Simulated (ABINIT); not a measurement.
# Te2Mo (P6_3/mmc): G0W0 in ABINIT against the wavefunction cutoff in GW

Wanted: the cheapest wavefunction cutoff in GW that holds the gap of Te2Mo (P6_3/mmc).

Calculated with ABINIT 10.8.3; PBE and many-body steps on it, plane waves.

Report form: the programs' logs are mostly left out.

## (1) The starting structure

It takes space group P6_3/mmc (No. 194, hexagonal). Conventional cell: a = 3.518 Å, b = 3.518 Å, c = 13.974 Å, α = 90.00°, β = 90.00°, γ = 120.00°. Te has 3 Mo at 2.72 Å nearest. Nearest to Mo lie 6 Te at 2.72 Å. Farther neighbours and most contacts between anions are not listed.

The cell and positions come from the Crystallography Open Database and are kept as given unless a step says otherwise. Spin-orbit coupling is left out unless a step names it.

## (2) Screening, 3×3×1 mesh, 132 bands, screening to 106.1 eV

This step: ABINIT 10.8.3; RPA screening on PBE, plane waves, norm-conserving pseudopotentials.

The RPA dielectric matrix is built and inverted for each q.

Contents of run.abi:

```
acell 3*1.0 Angstrom
rprim 
  3.518200000003 -0.000000000001 0.000000000000
  -1.759100000001 3.046850575598 0.000000000000
  0.000000000000 0.000000000000 13.973600000000
ntypat 2
znucl 52 42
natom 6
typat 1 1 1 1 2 2
xred 
  0.333333333333 0.666666666667 0.621000000000
  0.666666666667 0.333333333333 0.121000000000
  0.333333333333 0.666666666667 0.879000000000
  0.666666666667 0.333333333333 0.379000000000
  0.333333333333 0.666666666667 0.250000000000
  0.666666666667 0.333333333333 0.750000000000
pp_dirpath "pseudos"
pseudos "Te.upf, Mo.upf"
ecut 36
ngkpt 3 3 1
nshiftk 1
shiftk 0 0 0
kptopt 1
chksymbreak 0
istwfk *1
occopt 1
irdwfk 1
optdriver 3
nband 132
ecuteps 3.9
inclvkb 2
awtr 1
symchi 1
ecutwfn 10.8
indata_prefix "in"
outdata_prefix "out"
tmpdata_prefix "tmp"
```

Started as:

```bash
> OMP_NUM_THREADS=1 mpirun -n 8 abinit run.abi > log
```

Wall time 16 s (8 MPI ranks of Intel Xeon Platinum 8488C (Sapphire Rapids), shared host); peak memory 0.98 GiB; 2 min of CPU time.

Numbers from this step:

```
ε∞ with local fields, on this mesh, along the program's q direction : 20.54
the same without local fields                                       : 23.15
plasma frequency                                                    : 28.51 eV
plane waves in the screening matrix                                 : 341
```

Local fields lower ε∞ by 11 %. On a Γ-centred mesh this coarse the value itself is usually too large, while a short band sum pulls it down.

## (3) 10.8 Ha

This step: G0W0 on PBE, plane waves, norm-conserving pseudopotentials.

run.abi: that of step 2 with these lines changed.

```diff
@@ -27,8 +27,17 @@
 irdwfk 1
-optdriver 3
+optdriver 4
 nband 132
+gwcalctyp 0
+ecutsigx 10.8
+symsigma 1
+nkptgw 2
+kptgw 
+  0.0000000000 0.0000000000 0.0000000000
+  0.3333333333 0.3333333333 0.0000000000
+bdgw 
+  45 48
+  45 48
 ecuteps 3.9
-inclvkb 2
-awtr 1
-symchi 1
+irdscr 1
+ppmodel 1
 ecutwfn 10.8
```

The job ended after 7.8 s (8 MPI ranks; peak memory 0.86 GiB; 58 s of CPU time).

This step gave:

- G0W0 gap on the points computed: 1.568 eV
- starting gap on the mesh: 0.9565 eV
- k of the valence top: 0.3333, 0.3333, 0
- k of the conduction bottom: 0.3333, 0.3333, 0
- Z at the valence top: 0.77
- Z at the conduction bottom: 0.766
- least direct G0W0 gap on the computed points: 1.568 eV

## (4) Screening, 3×3×1 mesh, 132 bands, screening to 106.1 eV

This step: RPA screening on PBE, plane waves, norm-conserving pseudopotentials.

run.abi: that of step 3 with these lines changed.

```diff
@@ -27,18 +27,9 @@
 irdwfk 1
-optdriver 4
+optdriver 3
 nband 132
-gwcalctyp 0
-ecutsigx 10.8
-symsigma 1
-nkptgw 2
-kptgw 
-  0.0000000000 0.0000000000 0.0000000000
-  0.3333333333 0.3333333333 0.0000000000
-bdgw 
-  45 48
-  45 48
 ecuteps 3.9
-irdscr 1
-ppmodel 1
-ecutwfn 10.8
+inclvkb 2
+awtr 1
+symchi 1
+ecutwfn 18
 indata_prefix "in"
```

The job ended after 29 s (8 MPI ranks; peak memory 1.9 GiB; 3.8 min of CPU time).

Numbers from this step:

```
ε∞ with local fields, on this mesh, along the program's q direction : 20.56
the same without local fields                                       : 23.16
plasma frequency                                                    : 29.05 eV
plane waves in the screening matrix                                 : 341
```

## (5) 18 Ha

The self-energy is evaluated for the states that the input lists, and the levels follow from it, in one-shot runs by the linearised quasiparticle equation.

This step: G0W0 on PBE, plane waves, norm-conserving pseudopotentials.

run.abi: that of step 4 with these lines changed.

```diff
@@ -27,8 +27,17 @@
 irdwfk 1
-optdriver 3
+optdriver 4
 nband 132
+gwcalctyp 0
+ecutsigx 18
+symsigma 1
+nkptgw 2
+kptgw 
+  0.0000000000 0.0000000000 0.0000000000
+  0.3333333333 0.3333333333 0.0000000000
+bdgw 
+  45 48
+  45 48
 ecuteps 3.9
-inclvkb 2
-awtr 1
-symchi 1
+irdscr 1
+ppmodel 1
 ecutwfn 18
```

Wall time 7.9 s (8 MPI ranks); peak memory 1.2 GiB.

This step gave:

| Item | Value |
| --- | --- |
| G0W0 gap on the points computed | 1.536 eV |
| starting gap on the mesh | 0.9565 eV |
| k of the valence top | 0, 0, 0 |
| k of the conduction bottom | 0.3333, 0.3333, 0 |
| Z at the valence top | 0.775 |
| Z at the conduction bottom | 0.766 |
| least direct G0W0 gap on the computed points | 1.566 eV |

The gap on the mesh goes from 0.96 eV to 1.54 eV, a correction of +0.58 eV.

## (6) Screening, 3×3×1 mesh, 132 bands, screening to 106.1 eV

This step: RPA screening on PBE, plane waves, norm-conserving pseudopotentials.

run.abi: that of step 5 with these lines changed.

```diff
@@ -27,18 +27,9 @@
 irdwfk 1
-optdriver 4
+optdriver 3
 nband 132
-gwcalctyp 0
-ecutsigx 18
-symsigma 1
-nkptgw 2
-kptgw 
-  0.0000000000 0.0000000000 0.0000000000
-  0.3333333333 0.3333333333 0.0000000000
-bdgw 
-  45 48
-  45 48
 ecuteps 3.9
-irdscr 1
-ppmodel 1
-ecutwfn 18
+inclvkb 2
+awtr 1
+symchi 1
+ecutwfn 27
 indata_prefix "in"
```

Run time: 36 s. Hardware: 8 MPI ranks; peak memory 1.9 GiB.

This step gave:

- ε∞ with local fields, on this mesh, along the program's q direction: 20.48
- the same without local fields: 23.07
- plasma frequency: 29.10 eV
- plane waves in the screening matrix: 341

## (7) 27 Ha

This step: G0W0 on PBE, plane waves, norm-conserving pseudopotentials.

run.abi: that of step 6 with these lines changed.

```diff
@@ -27,8 +27,17 @@
 irdwfk 1
-optdriver 3
+optdriver 4
 nband 132
+gwcalctyp 0
+ecutsigx 27
+symsigma 1
+nkptgw 2
+kptgw 
+  0.0000000000 0.0000000000 0.0000000000
+  0.3333333333 0.3333333333 0.0000000000
+bdgw 
+  45 48
+  45 48
 ecuteps 3.9
-inclvkb 2
-awtr 1
-symchi 1
+irdscr 1
+ppmodel 1
 ecutwfn 27
```

Wall time 13 s (8 MPI ranks); peak memory 1.6 GiB; 96 s of CPU time.

This step gave:

```
G0W0 gap on the points computed              : 1.526 eV
starting gap on the mesh                     : 0.9565 eV
k of the valence top                         : 0, 0, 0
k of the conduction bottom                   : 0.3333, 0.3333, 0
least direct G0W0 gap on the computed points : 1.563 eV
```

Against the run before, the gap moves by −0.010 eV.

## (8) Screening, 3×3×1 mesh, 132 bands, screening to 106.1 eV

This step: RPA screening on PBE, plane waves, norm-conserving pseudopotentials.

run.abi: that of step 7 with these lines changed.

```diff
@@ -27,18 +27,8 @@
 irdwfk 1
-optdriver 4
+optdriver 3
 nband 132
-gwcalctyp 0
-ecutsigx 27
-symsigma 1
-nkptgw 2
-kptgw 
-  0.0000000000 0.0000000000 0.0000000000
-  0.3333333333 0.3333333333 0.0000000000
-bdgw 
-  45 48
-  45 48
 ecuteps 3.9
-irdscr 1
-ppmodel 1
-ecutwfn 27
+inclvkb 2
+awtr 1
+symchi 1
 indata_prefix "in"
```

Elapsed: 57 s, on 8 MPI ranks; peak memory 2.6 GiB.

This step gave:

```
ε∞ with local fields, on this mesh, along the program's q direction : 20.48
the same without local fields                                       : 23.07
plasma frequency                                                    : 29.10 eV
plane waves in the screening matrix                                 : 341
```

## (9) 36 Ha

This step: G0W0 on PBE, plane waves, norm-conserving pseudopotentials.

run.abi: that of step 8 with these lines changed.

```diff
@@ -27,8 +27,17 @@
 irdwfk 1
-optdriver 3
+optdriver 4
 nband 132
+gwcalctyp 0
+ecutsigx 36
+symsigma 1
+nkptgw 2
+kptgw 
+  0.0000000000 0.0000000000 0.0000000000
+  0.3333333333 0.3333333333 0.0000000000
+bdgw 
+  45 48
+  45 48
 ecuteps 3.9
-inclvkb 2
-awtr 1
-symchi 1
+irdscr 1
+ppmodel 1
 indata_prefix "in"
```

Wall time 10 s (8 MPI ranks); peak memory 1.8 GiB; 77 s of CPU time.

Numbers from this step:

| Item | Value |
| --- | --- |
| G0W0 gap on the points computed | 1.526 eV |
| starting gap on the mesh | 0.9565 eV |
| k of the valence top | 0, 0, 0 |
| k of the conduction bottom | 0.3333, 0.3333, 0 |
| least direct G0W0 gap on the computed points | 1.562 eV |

Against the run before, the gap moves by +0.000 eV.

## (10) Side by side

Times are wall times on 8 MPI ranks of Intel Xeon Platinum 8488C (Sapphire Rapids), shared host, good to a factor of about two. A run's time includes the screening step that it read.

| run | mesh | bands | screening cutoff (eV) | DFT gap (eV) | gap on the mesh (eV) | direct (eV) | ε∞ used | time |
| --- | --- | --- | --- | --- | --- | --- | --- | --- |
| 10.8 Ha | 3×3×1 | 132 | 106.1 | 0.956 | 1.568 | 1.568 | 20.54 | 24 s |
| 18 Ha | 3×3×1 | 132 | 106.1 | 0.956 | 1.536 | 1.566 | 20.56 | 37 s |
| 27 Ha | 3×3×1 | 132 | 106.1 | 0.956 | 1.526 | 1.563 | 20.48 | 49 s |
| 36 Ha | 3×3×1 | 132 | 106.1 | 0.956 | 1.526 | 1.562 | 20.48 | 67 s |

## (11) What came out

| Quantity | Value |
| --- | --- |
| 10.8 Ha | 1.568 eV |
| 18 Ha | 1.536 eV |
| 27 Ha | 1.526 eV |
| 36 Ha | 1.526 eV |
| known limits | not at the basis limit; exchange with frozen shells missing; no spin-orbit coupling; coarse k mesh |

The setting moved: wavefunction cutoff in GW. From 10.8 Ha to 36 Ha the gap moves by −0.04 eV, for 2.8 times the time. It holds to 0.03 eV from 18 Ha on. Bands and screening cutoff are coupled, so a series along one setting does not show full convergence. The exchange cutoff follows the wavefunction cutoff here. Bands and cutoff are finite, so the gap is not at the basis limit. The miss can reach some tenths of an eV and take either sign; the mesh is an error of its own. In the first G0W0 run levels were corrected at 2 k points alone, so a gap called «on the mesh» is the least over those, and an edge elsewhere would be missed. The 3×3×1 mesh is coarse for this cell, which bears on the long-range parts of exchange and screening. The norm-conserving file of at least one element keeps a d shell over frozen s and p shells of the same row. Exchange with those shells is missing from the self-energy, an error of 0.3 to 0.9 eV in cases checked, whose sign depends on which edge lies on those atoms. The many-body steps are scalar-relativistic: spin-orbit coupling is not in them.

[Paths, hosts, dates, memory and timing lines, banners, echoed tables and standing remarks are left out of the program output.]

[Logs are printed without paths, hosts, clocks, repeated set-up lines and the standing remarks that a program may print on its own settings, such as how far it seeks lower states.]

[Runs of the session that timed out or met a known fault of the program may be left out.]

[No measured gap is set beside runs whose start may be inverted or whose files or cutoffs have a known fault.]

[Hosts, paths, dates, database ids (printed as entryN), source tags and the programs' standing remarks are cut or masked in the printed files.]

[G0W0 gaps are taken among the corrected bands and points alone; a level outside them can change the order at an edge.]

[Where Ansatz stands beside ABINIT at settings called matched, ABINIT's density can come from a denser mesh and the files from another edition; pairs whose starting gaps differed by over 0.03 eV were left out, so agreement reads better than it is.]
